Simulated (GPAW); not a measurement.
A computed Ag L₃-edge spectrum of one site in a crystal of Ag and B. Method: GPAW, PBE, excited-electron core hole (neutral cell) in a small cell, dipole transitions, broadening that rises with energy.

Energy from the lowest empty level; intensity scaled to a mean of 1 over the first 20 eV:

| E (eV) | intensity |
| --- | --- |
| -2.0 | 0.03 |
| -1.5 | 0.08 |
| -1.0 | 0.18 |
| -0.5 | 0.35 |
| 0.0 | 0.55 |
| 0.5 | 0.74 |
| 1.0 | 0.89 |
| 1.5 | 0.97 |
| 2.0 | 1.00 |
| 2.5 | 1.01 |
| 3.0 | 1.01 |
| 3.5 | 1.01 |
| 4.0 | 1.01 |
| 4.5 | 1.04 |
| 5.0 | 1.11 |
| 5.5 | 1.23 |
| 6.0 | 1.37 |
| 6.5 | 1.48 |
| 7.0 | 1.52 |
| 7.5 | 1.48 |
| 8.0 | 1.39 |
| 8.5 | 1.29 |
| 9.0 | 1.20 |
| 9.5 | 1.10 |
| 10.0 | 0.99 |
| 10.5 | 0.86 |
| 11.0 | 0.74 |
| 11.5 | 0.65 |
| 12.0 | 0.60 |
| 12.5 | 0.59 |
| 13.0 | 0.61 |
| 13.5 | 0.64 |
| 14.0 | 0.68 |
| 14.5 | 0.72 |
| 15.0 | 0.77 |
| 15.5 | 0.82 |
| 16.0 | 0.87 |
| 16.5 | 0.91 |
| 17.0 | 0.95 |
| 17.5 | 0.98 |
| 18.0 | 1.03 |
| 18.5 | 1.11 |
| 19.0 | 1.23 |
| 19.5 | 1.39 |
| 20.0 | 1.56 |
| 20.5 | 1.72 |
| 21.0 | 1.83 |
| 21.5 | 1.86 |
| 22.0 | 1.82 |
| 22.5 | 1.72 |
| 23.0 | 1.61 |
| 23.5 | 1.50 |
| 24.0 | 1.42 |
| 24.5 | 1.37 |
| 25.0 | 1.35 |
| 25.5 | 1.36 |
| 26.0 | 1.39 |
| 26.5 | 1.44 |
| 27.0 | 1.51 |
| 27.5 | 1.58 |
| 28.0 | 1.65 |
| 28.5 | 1.71 |

Q: Which coordination does this site have?

At an L edge the dipole rule selects empty d and s states; the absorber's d shell is nominally full, so the onset shows only d character mixed into the empty bands. It is atom 1 of AgB2 (P6/mmm), with 12 B at 2.37 Å (12-fold, site symmetry 6/mmm). Its main maxima below 28 eV lie at 7.0 eV (1.52) and 21.4 eV (1.86). A near-edge spectrum doesn't fix the structure by itself; it is matched against candidates. Only the L₃ part is meant: spin–orbit coupling of the core level isn't computed and the L₂ copy isn't added. The script folds with a Gaussian, whereas the core hole's own line is a Lorentzian, so the onset is too steep and the first peak too high. The holes are only 5.2 Å apart, so the shape is probably not converged with cell size; no larger cell was run here. Lifetime broadening is put in by hand, and intensities beyond about 20 eV depend on it and on the partial waves. The structure is a published determination, not relaxed.

[Hosts, paths, dates, database ids (printed as entryN), source tags and the programs' standing remarks are cut or masked in the printed files.]

[Lists of maxima count a maximum above −3 eV only where it reaches 4 % of the highest in the window and stands out from its surroundings by 2 % of it (1.5 % where it reaches 55 %); shoulders and weaker maxima are passed over, and of the rest the first, up to two pre-edge ones and the few strongest are named.]
